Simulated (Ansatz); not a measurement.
# How many bands does the GW gap of BaIBr (Pnma) need?

How do accuracy and time trade against each other in G0W0 on BaIBr (Pnma)?

Method: G0W0 on r2SCAN, plane waves, PAW, in Ansatz 0.2.0.

This is a report of a sequence of runs, with most program output left out.

## Step 1: The structure

Symmetry: Pnma, No. 62, orthorhombic system. The conventional cell has a = 8.814 Å, b = 5.124 Å, c = 10.192 Å, α = 90.00°, β = 90.00°, γ = 90.00°. Nearest to Ba lie 4 Br at 3.31 to 3.34 Å and 5 I at 3.67 to 3.76 Å. Nearest to I lie 5 Ba at 3.67 to 3.76 Å. Nearest to Br lie 4 Ba at 3.31 to 3.34 Å. Farther neighbours and most contacts between anions are not listed.

The cell and positions are those that the Materials Project relaxed with its own functionals (PBE, PBE+U or r2SCAN), kept fixed. Spin-orbit coupling is left out unless a step names it.

## Step 2: 747 empty bands, screening to 80 eV

G0W0 replaces the xc potential by the self-energy, built once from these orbitals. Only a window of levels is corrected, while the sums run over the empty bands that the input names. This step takes hard PAW files.

input.yaml

```yaml
crystal:
  lattice:
    - [8.81446039, 0.0, 0.0]
    - [0.0, 5.12429103, 0.0]
    - [0.0, 0.0, 10.19167839]
  atoms:
    - { symbol: Ba, position: [0.72882454, 0.25, 0.37513703] }
    - { symbol: Ba, position: [0.27117546, 0.75, 0.62486297] }
    - { symbol: Ba, position: [0.77117546, 0.75, 0.87513703] }
    - { symbol: Ba, position: [0.22882454, 0.25, 0.12486297] }
    - { symbol: I, position: [0.47161056, 0.25, 0.83177655] }
    - { symbol: I, position: [0.52838944, 0.75, 0.16822345] }
    - { symbol: I, position: [0.02838944, 0.75, 0.33177655] }
    - { symbol: I, position: [0.97161056, 0.25, 0.66822345] }
    - { symbol: Br, position: [0.8564719, 0.25, 0.06668585] }
    - { symbol: Br, position: [0.1435281, 0.75, 0.93331415] }
    - { symbol: Br, position: [0.6435281, 0.75, 0.56668585] }
    - { symbol: Br, position: [0.3564719, 0.25, 0.43331415] }
kpoints:
  mp_grid: { grid: [2, 4, 2] }
hamiltonian:
  xc: r2scan
  pseudopotentials: { kind: paw, source: ansatz }
scf:
  occupations: { method: fixed }
gw:
  n_empty_bands: 747
  ecut_chi: 80.0
  qp_bands: [v4, c4]
  qp_kpoints: band_edges
  screening: { model: contour_deformation }
```

Started as:

```console
> ansatz run input.yaml --threads 16 --pin off --max-ram 82944MiB --backend cuda --events-out ev --progress --plain --runs-dir out --devices 1 --max-vram 78GiB
```

The job ended after 39 s (1 × NVIDIA GB200 (shared by 2 runs) with 16 threads of Arm Neoverse V2, shared host; peak memory 12 GiB; 2.2 min of CPU time).

This step gave:

```yaml
bands_summed: 835
rpa_eps_infinity_on_this_mesh_eigenvalues: 3.373, 3.375, 3.375
plane_waves_in_the_screening_matrix: 761
q_points_in_the_mesh: 16
g0w0_gap_on_the_mesh: 5.399 eV
k_of_the_valence_top: 0, 0, 0
k_of_the_conduction_bottom: 0, 0, 0
starting_gap_on_the_mesh: 3.992 eV
z_at_the_valence_top: 0.8076
z_at_the_conduction_bottom: 0.8376
least_direct_g0w0_gap_on_the_computed_points: 5.399 eV
```

The gap on the mesh goes from 3.99 eV to 5.40 eV, a correction of +1.41 eV. Between the two edge states, bare exchange in place of the xc potential would open the gap by 6.63 eV, and correlation takes back 5.23 eV.

## Step 3: 1549 empty bands, screening to 130 eV

Another rung: the empty bands reach about as high as the screening cutoff, so the two stay in balance.

Edit input.yaml of step 2 so:

```diff
@@ -26,4 +26,4 @@
 gw:
-  n_empty_bands: 747
-  ecut_chi: 80.0
+  n_empty_bands: 1549
+  ecut_chi: 130.0
   qp_bands: [v4, c4]
```

Run time: 1.9 min. Hardware: 1 × NVIDIA GB200 (shared by 2 runs) with 16 threads; peak memory 20 GiB.

This step gave:

```yaml
bands_summed: 1637
rpa_eps_infinity_on_this_mesh_eigenvalues: 3.372, 3.373, 3.373
plane_waves_in_the_screening_matrix: 1567
q_points_in_the_mesh: 16
g0w0_gap_on_the_mesh: 5.551 eV
k_of_the_valence_top: 0, 0, 0
k_of_the_conduction_bottom: 0, 0, 0
starting_gap_on_the_mesh: 3.992 eV
z_at_the_valence_top: 0.8058
z_at_the_conduction_bottom: 0.8368
least_direct_g0w0_gap_on_the_computed_points: 5.551 eV
```

Against the run with 2×4×2 mesh, 747 empty bands, screening to 80 eV, hard PAW files, the gap moves by +0.15 eV.

## Step 4: 2956 empty bands, screening to 200 eV

Edit input.yaml of step 3 so:

```diff
@@ -26,4 +26,4 @@
 gw:
-  n_empty_bands: 1549
-  ecut_chi: 130.0
+  n_empty_bands: 2956
+  ecut_chi: 200.0
   qp_bands: [v4, c4]
```

Run time: 3.8 min. Hardware: 1 × NVIDIA GB200 (shared by 2 runs) with 16 threads; peak memory 29 GiB.

Numbers from this step:

```
bands summed                                 : 3044
RPA ε∞ on this mesh (eigenvalues)            : 3.371, 3.372, 3.372
plane waves in the screening matrix          : 2985
G0W0 gap on the mesh                         : 5.636 eV
k of the valence top                         : 0, 0, 0
k of the conduction bottom                   : 0, 0, 0
starting gap on the mesh                     : 3.992 eV
least direct G0W0 gap on the computed points : 5.636 eV
```

Against the run with 2×4×2 mesh, 1549 empty bands, screening to 130 eV, hard PAW files, the gap moves by +0.08 eV.

## Step 5: Changing the k mesh: 4×6×4 mesh, 747 empty bands, screening to 80 eV, hard PAW files

A second mesh at equal bands and cutoff isolates the sampling error. Bands and cutoff differ from the step before, so it is read against an earlier run that matches them.

Edit input.yaml of step 4 so:

```diff
@@ -19,3 +19,3 @@
 kpoints:
-  mp_grid: { grid: [2, 4, 2] }
+  mp_grid: { grid: [4, 6, 4] }
 hamiltonian:
@@ -26,4 +26,4 @@
 gw:
-  n_empty_bands: 2956
-  ecut_chi: 200.0
+  n_empty_bands: 747
+  ecut_chi: 80.0
   qp_bands: [v4, c4]
```

Run time: 9.4 min. Hardware: 1 × NVIDIA GB200 (shared by 2 runs) with 16 threads; peak memory 19 GiB.

Numbers from this step:

| Quantity | Value |
| --- | --- |
| bands summed | 835 |
| RPA ε∞ on this mesh (eigenvalues) | 3.364, 3.370, 3.372 |
| plane waves in the screening matrix | 761 |
| G0W0 gap on the mesh | 5.400 eV |
| k of the valence top | 0, 0, 0 |
| k of the conduction bottom | 0, 0, 0 |
| starting gap on the mesh | 3.992 eV |
| least direct G0W0 gap on the computed points | 5.400 eV |

Against the run with 2×4×2 mesh, 747 empty bands, screening to 80 eV, hard PAW files, the gap moves by +0.001 eV.

## Step 6: The runs together

Times are wall times on 1 × NVIDIA GB200 (shared by 2 runs) with 16 threads of Arm Neoverse V2, shared host, good to a factor of about two.

```tsv
mesh	files	frequency	bands summed	cutoff (eV)	start (eV)	G0W0 (eV)	time	host memory (GiB)
2×4×2	hard PAW	contour deformation	835	80	3.992	5.399	39 s	12
2×4×2	hard PAW	contour deformation	1637	130	3.992	5.551	1.9 min	20
2×4×2	hard PAW	contour deformation	3044	200	3.992	5.636	3.8 min	29
4×6×4	hard PAW	contour deformation	835	80	3.992	5.400	9.4 min	19
```

How the two edges are built up, in eV (the quasiparticle level is the starting level plus Σx plus Σc less Vxc):

```tsv
run	edge	start	Σx	Σc	Vxc	Z	QP
835 bands	valence top	5.40	-18.07	1.86	-15.34	0.81	4.52
835 bands	conduction bottom	9.39	-5.07	-3.37	-8.97	0.84	9.92
1637 bands	valence top	5.40	-18.07	1.61	-15.34	0.81	4.27
1637 bands	conduction bottom	9.39	-5.07	-3.46	-8.97	0.84	9.82
3044 bands	valence top	5.40	-18.07	1.47	-15.34	0.81	4.13
3044 bands	conduction bottom	9.39	-5.07	-3.52	-8.97	0.84	9.77
```

## Step 7: Results

| Quantity | Value |
| --- | --- |
| 835 bands, 80 eV | 5.399 eV |
| 1637 bands, 130 eV | 5.551 eV |
| 3044 bands, 200 eV | 5.636 eV |
| estimated limit in bands and cutoff | 5.73 eV |
| mesh and start | 2×4×2, r2SCAN |

What this shows: A line in one over the bands through the two highest rungs gives 5.73 eV, +0.10 eV from the top rung; the pair below gives 5.71 eV, in fair agreement. The rungs stand 0.33 eV (835 bands), 0.18 eV (1637 bands) and 0.10 eV (3044 bands) from it. From 835 to 3044 bands the gap moves by +0.24 eV while the time grows 5.8-fold. Σc changes by −0.39 eV at the valence top and −0.15 eV at the conduction bottom, so the valence edge carries most of the change. On the 4×6×4 mesh in place of 2×4×2 the gap differs by +0.001 eV, of which +0.0003 eV is already in the start. The cheapest rung within 0.1 eV of this estimate is that with 3044 bands (3.8 min). Gaps are over the mesh's points; an edge off the mesh would be missed. The many-body steps are scalar-relativistic: spin-orbit coupling is not in them.

[Paths, hosts, dates, memory and timing lines, banners, echoed tables and standing remarks are left out of the program output.]

[Logs are printed without paths, hosts, clocks, repeated set-up lines and the standing remarks that a program may print on its own settings, such as how far it seeks lower states.]

[Runs of the session that timed out or met a known fault of the program may be left out.]

[Cells called generated may have been cut or substituted from an entry of the Crystallography Open Database or the Materials Project.]

[Hosts, paths, dates, database ids (printed as entryN), source tags and the programs' standing remarks are cut or masked in the printed files.]
